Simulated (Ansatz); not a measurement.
**Formation energy and levels of the substitutional impurity Hf_Sn in SnO2 (P4_2/mnm)**

Wanted: the transition levels of a substitutional impurity in SnO2 (P4_2/mnm), from a cell of 72 host atoms with 1 Sn taken out and 1 Hf put in.

Method: place-levels on r2SCAN runs: charge-transition levels and formation energies with image-charge correction and potential alignment at the atomic sites; PAW set soft_1, in Ansatz 0.2.0.

The experiments to compare with:

“Tunable Transparent Conductors Based on SnO2: Theoretical and Experimental Studies of Codoping” (2024, pmc:11656248) quotes from earlier work for SnO2, rutile (undoped SnO2, value from earlier experiment): band gap (band gap of undoped SnO2, quoted experimental value) about 3.6 eV [Literature value quoted in passing in the theory part as a benchmark; sample form …].

## 1. The structure

The cell holds 72 atoms: 23 Sn, 48 O and 1 Hf. Its edges and angles: a = 9.516 Å, b = 9.516 Å, c = 9.602 Å, α = 90.0°, β = 90.0°, γ = 90.0°. It derives from SnO2 (space group P4_2/mnm). Nearest the centre at fractional (0.500, 0.500, 0.667): Hf68 at 0.00 Å, O71 at 2.06 Å, O18 at 2.06 Å, O28 at 2.07 Å, O45 at 2.07 Å, O34 at 2.07 Å, O51 at 2.07 Å, Sn62 at 3.20 Å.

Structure file:

```xyz
72
Lattice="9.5155 0.0000 0.0000 0.0000 9.5155 0.0000 0.0000 0.0000 9.6020" Properties=species:S:1:pos:R:3 pbc="T T T"
Sn    2.3789    2.3789    1.6003
Sn    0.0000    0.0000    0.0000
O     0.9233    3.8345    1.6003
O     3.8345    0.9233    1.6003
O     1.4556    1.4556    0.0000
O     3.3022    3.3022    0.0000
Sn    2.3789    2.3789    4.8010
Sn    0.0000    0.0000    3.2007
O     0.9233    3.8345    4.8010
O     3.8345    0.9233    4.8010
O     1.4556    1.4556    3.2007
O     3.3022    3.3022    3.2007
Sn    2.3789    2.3789    8.0017
Sn    0.0000    0.0000    6.4014
O     0.9233    3.8345    8.0017
O     3.8345    0.9233    8.0017
O     1.4556    1.4556    6.4014
O     3.3022    3.3022    6.4014
Sn    2.3789    7.1366    1.6003
Sn    0.0000    4.7578    0.0000
O     0.9233    8.5922    1.6003
O     3.8345    5.6810    1.6003
O     1.4556    6.2134    0.0000
O     3.3022    8.0599    0.0000
Sn    2.3789    7.1366    4.8010
Sn    0.0000    4.7578    3.2007
O     0.9233    8.5922    4.8010
O     3.8345    5.6810    4.8010
O     1.4556    6.2134    3.2007
O     3.3022    8.0599    3.2007
Sn    2.3789    7.1366    8.0017
Sn    0.0000    4.7578    6.4014
O     0.9233    8.5922    8.0017
O     3.8345    5.6810    8.0017
O     1.4556    6.2134    6.4014
O     3.3022    8.0599    6.4014
Sn    7.1366    2.3789    1.6003
Sn    4.7578    0.0000    0.0000
O     5.6810    3.8345    1.6003
O     8.5922    0.9233    1.6003
O     6.2134    1.4556    0.0000
O     8.0599    3.3022    0.0000
Sn    7.1366    2.3789    4.8010
Sn    4.7578    0.0000    3.2007
O     5.6810    3.8345    4.8010
O     8.5922    0.9233    4.8010
O     6.2134    1.4556    3.2007
O     8.0599    3.3022    3.2007
Sn    7.1366    2.3789    8.0017
Sn    4.7578    0.0000    6.4014
O     5.6810    3.8345    8.0017
O     8.5922    0.9233    8.0017
O     6.2134    1.4556    6.4014
O     8.0599    3.3022    6.4014
Sn    7.1366    7.1366    1.6003
Sn    4.7578    4.7578    0.0000
O     5.6810    8.5922    1.6003
O     8.5922    5.6810    1.6003
O     6.2134    6.2134    0.0000
O     8.0599    8.0599    0.0000
Sn    7.1366    7.1366    4.8010
Sn    4.7578    4.7578    3.2007
O     5.6810    8.5922    4.8010
O     8.5922    5.6810    4.8010
O     6.2134    6.2134    3.2007
O     8.0599    8.0599    3.2007
Sn    7.1366    7.1366    8.0017
Hf    4.7578    4.7578    6.4014
O     5.6810    8.5922    8.0017
O     8.5922    5.6810    8.0017
O     6.2134    6.2134    6.4014
O     8.0599    8.0599    6.4014
```

Screening for the image-charge correction: ε∞ = (4.60, 4.60, 4.91), ε0 = (13.48, 13.48, 10.42), from a response run on this crystal (DFPT, PBEsol) at that run's own cell.

The cell's shortest repeat is 9.5 Å.

## 2. The runs of each charge state

Levels follow from differences of total energies between charge states, each relaxed by itself.

Each atom starts 0.05 Å or so off its site in a random direction: a symmetric start keeps its symmetry, and would miss off-centre moves and Jahn–Teller distortions. Forces are taken at one point at (¼, ¼, ¼). The cell holds 1 electron more than the neutral one, with a uniform background that keeps it neutral on the whole. The electron count is odd, so at least one spin is unpaired; this run locks the moment at 1 μB.

The sampling was tested on the host first: at the k-points planned (1x1x1 shifted 0.25 0.25 0.25) its energy lies 0.000 eV an atom from the dense-mesh value, under the bound of 0.02 eV set for this test; that bounds the host's error, not the defect's.

One state's input; the others differ in charge, spin, start and seed, and in occupations where the table says so.

Contents of qm1_M1.relax/input.yaml:

```yaml
crystal:
  lattice:
    - [4.75775154, 0.0, 0.0]
    - [0.0, 4.75775154, 0.0]
    - [0.0, 0.0, 3.20068146]
  atoms:
    - { symbol: Sn, position: [0.5, 0.5, 0.5] }
    - { symbol: Sn, position: [0.0, 0.0, 0.0] }
    - { symbol: O, position: [0.19405723, 0.80594277, 0.5] }
    - { symbol: O, position: [0.80594277, 0.19405723, 0.5] }
    - { symbol: O, position: [0.30594277, 0.30594277, 0.0] }
    - { symbol: O, position: [0.69405723, 0.69405723, 0.0] }
  supercell: [2, 2, 3]
  defects: [{ substitution: { at: 67, symbol: Hf } }]
total_charge: -1
basis:
  ecutwfc: 500
  xc_grid: 2
hamiltonian:
  xc: r2scan
  pseudopotentials: { kind: paw, azcp: { folder: soft_1 } }
kpoints:
  mp_grid: { grid: [1, 1, 1], shift: [0.25, 0.25, 0.25] }
magnetization:
  spin_polarized: true
  initial_magnetization: 1
  spin_locking: { lock_magnetization: hard }
scf:
  occupations: { method: fixed }
  max_iter: 60
output:
  forces: true
  charged_corrections: { epsilon: [4.6, 4.6, 4.91], static_epsilon: [13.48, 13.48, 10.42] }
relax:
  f_tol: 0.02
  max_steps: 80
  random_displacement: { amplitude: 0.05, seed: 860 }
checkpoint:
  write: "../qm1_M1.relax.run"
  compress: false
  write_wavefunctions: true
  write_every: 100000
```

Started as:

```
$ ansatz run input.yaml --threads 4 --pin off --max-ram 15073MiB --backend cpu --events-out ev --progress --plain --runs-dir out
```

The relaxed structure is kept and the sampling changed to a 2×2×2 shifted mesh.

The run of this state that the levels use, under r2SCAN:

Contents of qm1_M1.point/input.yaml:

```yaml
crystal:
  checkpoint: "../qm1_M1.relax.run"
  host: checkpoint
total_charge: -1
basis:
  ecutwfc: 500
  xc_grid: 2
hamiltonian:
  xc: r2scan
  pseudopotentials: { kind: paw, azcp: { folder: soft_1 } }
kpoints:
  mp_grid: { grid: [2, 2, 2], shift: [0.5, 0.5, 0.5] }
magnetization:
  spin_polarized: true
  initial_magnetization: 1
  spin_locking: { lock_magnetization: hard }
scf:
  occupations: { method: fermi_dirac, width: 0.01 }
  max_iter: 60
output:
  forces: true
  eigenvalues: true
  charged_corrections:
    epsilon: [4.6, 4.6, 4.91]
    static_epsilon: [13.48, 13.48, 10.42]
    defect_position: [0.5, 0.5, 0.666667]
  eigenstates: { localisation: true }
  populations: true
  efg: {}
  band_densities: [{ bands: [v1, v1] }, { bands: [c1, c1] }]
  write_density: true
  write_potential: true
  volumetric_format: npy
  elf: true
checkpoint:
  read: "../qm1_M1.relax.run"
  write: "../qm1_M1.point.run"
  compress: false
  write_wavefunctions: false
  write_every: 100000
```

Relaxations under r2SCAN at one point at (¼, ¼, ¼); times on 4 threads of Arm Neoverse V1, shared host:

```csv
charge,moment (μB),occupations,outcome,steps,largest displacement against the far atoms (Å),time
−1,1,fixed,converged,4,0.01,6 min
0,0,fixed,converged,4,0.02,2.9 min
+1,1,fixed,converged,4,0.02,6.3 min
```

Single points under r2SCAN at a 2×2×2 shifted mesh; times on 4 threads of Arm Neoverse V1, shared host:

```csv
charge,moment (μB),occupations,outcome,time
−1,1,fermi-dirac,converged,8.2 min
0,0,fermi-dirac,converged,3.2 min
+1,1,fermi-dirac,converged,7.8 min
```

Distances (Å) from Hf68 to the nearest atoms after relaxation with r2SCAN:

```csv
charge,moment (μB),1.,2.,3.,4.,5.,6.
−1,1,O 2.07,O 2.07,O 2.08,O 2.08,O 2.08,O 2.08
0,0,O 2.08,O 2.08,O 2.08,O 2.08,O 2.08,O 2.08
+1,1,O 2.08,O 2.08,O 2.08,O 2.08,O 2.08,O 2.08
```

## 3. place-levels, r2SCAN

A charged cell interacts with its images and the background, and its potential has another zero than the host's. place-levels removes the first by a point-charge model, screened by the static dielectric constant since the ions have relaxed around the charge, and the second by comparing potentials at atoms far from the defect.

The host is a run of the defect-free crystal in the same cutoffs, grids and k-points, so that basis and sampling errors cancel in part in the differences. The host is run in a cell of 6 atoms on a matching mesh. Its band edges are searched through the zone by a band path, so the gap is smaller than, or equal to, that on the mesh. Chemical potentials are energies per atom of Sn (alpha-Sn (diamond)) and Hf (hcp), run with the same functional and cutoff.

Contents of levels.point.yaml:

```yaml
host:
  run: host.point.run
states: [qm1_M1.point.run, q0.point.run, qp1_M1.point.run]
geometry_from:
  qm1_M1.point.run: qm1_M1.relax.run
  q0.point.run: q0.relax.run
  qp1_M1.point.run: qp1_M1.relax.run
  host.point.run: host.relax.run
chemical_potentials:
  Sn:
    energy: -6038.703821
    dataset: <sha256 of the dataset>
  Hf:
    energy: -15733.791958
    dataset: "<sha256 of the dataset>"
epsilon: [4.6, 4.6, 4.91]
static_epsilon: [13.48, 13.48, 10.42]
vertical:
  - { from: qm1_M1.point.run, to: qm1_M1.point_neutral.run }
  - { from: qp1_M1.point.run, to: qp1_M1.point_neutral.run }
```

Started as:

```
$ ansatz place-levels levels.point.yaml -- --threads 4 --pin off --max-ram 15073MiB
```

Numbers of over 12 decimals in the logs are rounded to 6 here.

Log:

```text
[... repeated set-up lines and file paths are left out, and long positions are rounded to six places ...]
(+1/0) 0.005 eV beneath the valence edge (-0.241 eV without the band-filling correction), in the valence band
(0/-1) 1.811 eV above the valence edge (+3.028 eV without the band-filling correction), in the conduction band
formation energy of charge +1: -5.467 eV with the Fermi level at the valence edge
formation energy of charge 0: -5.472 eV with the Fermi level at the valence edge
formation energy of charge -1: -3.661 eV with the Fermi level at the valence edge
vertical -1 to 0: no energy, since no alignment is typed
  the change from vertical[0].from (qm1_M1.point.run) to vertical[0].to (qm1_M1.point_neutral.run): by its potential at epsilon [4.6, 4.6, 4.91] it stands at 1.000 0.000 0.167, with an rms radius of about 6.6 Å (3.7 3.7 3.9 Å across the planes of the cell's [...]
vertical +1 to 0: no energy, since no alignment is typed
  the change from vertical[1].from (qp1_M1.point.run) to vertical[1].to (qp1_M1.point_neutral.run): by its potential at epsilon [4.6, 4.6, 4.91] it is spread over the cell along a vector, with an rms radius of about 8.0 Å (4.6 4.6 4.6 Å across the planes of [...]
  edges by r2scan, gap 1.795 eV; the host is sampled to repeats of 26.91 Å
  the defect's cells are sampled to repeats of 26.91 Å, like sampling
  charge +1: -181940.0691 eV with its correction of +0.190 eV, at epsilon [13.48, 13.48, 10.42], aligned at sites: +0.0185 eV, mean over 37 atomic sites at or beyond 4.76 Å from the defect at [0.5000, 0.5000, 0.6667], with -0.001648 for the charge's moments [...]
  charge 0: +0.000 eV for its dipole among its images, +0.000 omitted
  charge -1: -181919.4156 eV with its correction of -0.038 eV, at epsilon [13.48, 13.48, 10.42], aligned at sites: +0.2099 eV, mean over 37 atomic sites at or beyond 4.76 Å from the defect at [0.5000, 0.5000, 0.6667], with -0.000121 for the charge's moments [...]
  of states[2] (qp1_M1.point.run): it parts from the run at its places by a charge that spreads by about 4.6 Å along one vector (1.7 Å or more is wide), by its potential at epsilon [4.6, 4.6, 4.91], taken for that of held ions (one typed too small widens it), [...]
  of states[0] (qm1_M1.point.run): it parts from the run at its places by a charge that spreads by about 3.9 Å along one vector (1.7 Å or more is wide), by its potential at epsilon [4.6, 4.6, 4.91], taken for that of held ions (one typed too small widens it), [...]
  of vertical[0].from (qm1_M1.point.run): stability_check_not_made; [...]
  of vertical[1].from (qp1_M1.point.run): stability_check_not_made; [...]
```

Wall time 0.38 s (4 threads of Arm Neoverse V1, shared host).

Levels between the charges placed, in eV above the valence top:

```csv
,gap (eV),(+1/0),(0/−1)
r2SCAN,1.80,0.00,1.81
```

Corrections by state:

```csv
charge,moment (μB),image terms and alignment (eV),band filling (eV),ε used,"over the lowest of its charge, as the program ranks them, band filling apart (eV)"
+1,1.0,0.190,-0.237,"principal values (10.42, 13.48, 13.48)",0.000
0,0.0,0.000,-,-,0.000
−1,1.0,-0.038,-1.217,"principal values (10.42, 13.48, 13.48)",0.000
```

The charged structures listed were also run neutral, and place-levels reads from each pair, by the potential or the spins, how wide the charge is by which they differ; that can be the carrier of either run.

```csv
charge,rms radius (Å),spread where it is widest against the cell (Å),wide from (Å),reading
+1,8.0,4.64,1.66,wide
−1,6.6,3.92,1.66,wide
```

The neutral runs of these pairs need not share the spin of the lowest neutral state, and very wide values only mean spread over the cell.

From the program's caveats on the states, each cut to its opening words:

- charge +1 (1 μB): it parts from the run at its places by a charge that spreads by about 4.6 Å along one vector (1.7 Å or more is wide), by its potential at epsilon [4.6, 4.6, [...]
- charge +1 (1 μB): a band-filling correction moves a carrier to the host's band edge, which changes its energy by -0.237 eV
- charge +1 (1 μB), −1 (1 μB): flagged: stability check not made
- charge −1 (1 μB): it parts from the run at its places by a charge that spreads by about 3.9 Å along one vector (1.7 Å or more is wide), by its potential at epsilon [4.6, 4.6, [...]
- charge −1 (1 μB): a band-filling correction moves a carrier to the host's band edge, which changes its energy by -1.217 eV

The host's formation energy from the elements is -1.867 eV per atom; it sets how far the chemical potentials can move.

Formation energies (eV), O-rich (Δμ(O) = 0.00 eV, Δμ(Sn) = -5.60 eV, Δμ(Hf) = 0.00 eV):

```csv
charge,Fermi level at the valence top,at the conduction bottom
+1,-11.07,-9.27
0,-11.07,-11.07
−1,-9.26,-11.06
```

Formation energies (eV), Sn-rich (Δμ(Sn) = 0.00 eV, Δμ(O) = -2.80 eV, Δμ(Hf) = 0.00 eV):

```csv
charge,Fermi level at the valence top,at the conduction bottom
+1,-5.47,-3.67
0,-5.47,-5.47
−1,-3.66,-5.46
```

## 4. Effect of the sampling

The relaxations' own energies give the levels at their sampling, for comparison.

Contents of levels.relax_mesh.yaml:

```yaml
host:
  run: host.relax.run
states: [qm1_M1.relax.run, q0.relax.run, qp1_M1.relax.run]
chemical_potentials:
  Sn:
    energy: -6038.703821
    dataset: <sha256 of the dataset>
  Hf:
    energy: -15733.791958
    dataset: "<sha256 of the dataset>"
```

Started as:

```
$ ansatz place-levels levels.relax_mesh.yaml -- --threads 4 --pin off --max-ram 15073MiB
```

Log:

```text
[...]
formation energy of charge +1: -5.470 eV with the Fermi level at the valence edge
formation energy of charge 0: -5.475 eV with the Fermi level at the valence edge
formation energy of charge -1: -3.663 eV with the Fermi level at the valence edge
  edges by r2scan, gap 1.795 eV; the host is sampled to repeats of 13.46 Å
[... the lines on each state left out ...]
```

It took 0.12 s on 4 threads.

Levels between neighbouring charges, in eV above the valence top:

```csv
,gap (eV),(+1/0),(0/−1)
"one point at (¼, ¼, ¼)",1.80,-0.01,1.81
a 2×2×2 shifted mesh,1.80,0.00,1.81
```

Going from one point at (¼, ¼, ¼) to a 2×2×2 shifted mesh moves formation energies against the elements by up to 0.00 eV; band-filling terms, which differ between samplings, are in these energies.

## 5. What came out

```json
{
  "gap of the host": "1.80 eV (r2SCAN)",
  "level (plus 1/0)": "0.00 eV below the valence top (-0.24 eV above the valence top without the band-filling term)",
  "level (0/minus 1)": "1.81 eV above the valence top, past the conduction bottom (3.03 eV above the valence top without the band-filling term)",
  "lowest of the charges placed, just above the valence top (0.02 eV)": "0",
  "lowest of the charges placed, just below the conduction bottom (0.02 eV)": "0",
  "lowest formation energy at mid-gap of the charges run, O-rich": "-11.07 eV",
  "lowest formation energy at mid-gap of the charges run, Sn-rich": "-5.47 eV"
}
```

Of the charges placed (−1, 0 and +1), 0 is the lowest from 0.02 eV above the valence top to 0.02 eV below the conduction bottom, a gap of 1.80 eV. States placed: +1 at 1 μB; 0 at 0 μB; −1 at 1 μB. Other spin states or structures, where not listed, weren't placed. The program finds carriers beyond a band edge of the host and adds a band-filling term at charge −1 (-1.22 eV) and +1 (-0.24 eV); steps to such a charge show no bound level, and a defect level inside a band would be read the same way. Hf is taken at its element; compounds, which aren't counted here, bound the chemical potentials and would shift these formation energies. The lowest formation energy (O-rich and Sn-rich) is negative across the gap, so the defect would form by itself: these chemical potentials lie beyond what competing compounds allow, or the host is unstable against it. Going from one point at (¼, ¼, ¼) to a 2×2×2 shifted mesh moves formation energies against the elements by up to 0.00 eV; band-filling terms, which differ between samplings, are in these energies. Limits: r2SCAN makes the gap too small and tends to spread out bound carriers; where a gas molecule sets a chemical potential or the host's formation energy, its binding is uncorrected; spin–orbit coupling, which can matter with heavy atoms, is left out.

Comparison with the measured values:

| quantity | measured | r2SCAN |
| --- | --- | --- |
| band gap (least gap of the host) (eV) | 3.6 | 1.80 (-1.80 eV) |

Measured values from pmc:11656248 (2024).

**Verdict.** The band gap is off by -1.80 eV. Local and semilocal functionals usually give gaps below the measured ones. Spin-orbit coupling, left out here, can change the gap with such heavy elements. Zero-point and thermal motion shift the measured gap.

[Logs are printed without paths, hosts, clocks, repeated set-up lines and the standing remarks that a program may print on its own settings, such as how far it seeks lower states.]

[Hosts, paths, dates, database ids (printed as entryN), source tags and the programs' standing remarks are cut or masked in the printed files.]

[Where a table of states has a column of steps, it counts the stored structures, which are thinned; the runs took as many ionic steps or more.]

[A defect's name tells the site on which it was built; relaxed atoms can leave that site.]

[For some hosts the program warned that the k-mesh of the response run may be too coarse for force constants and the static dielectric constant; such warnings are not shown here.]
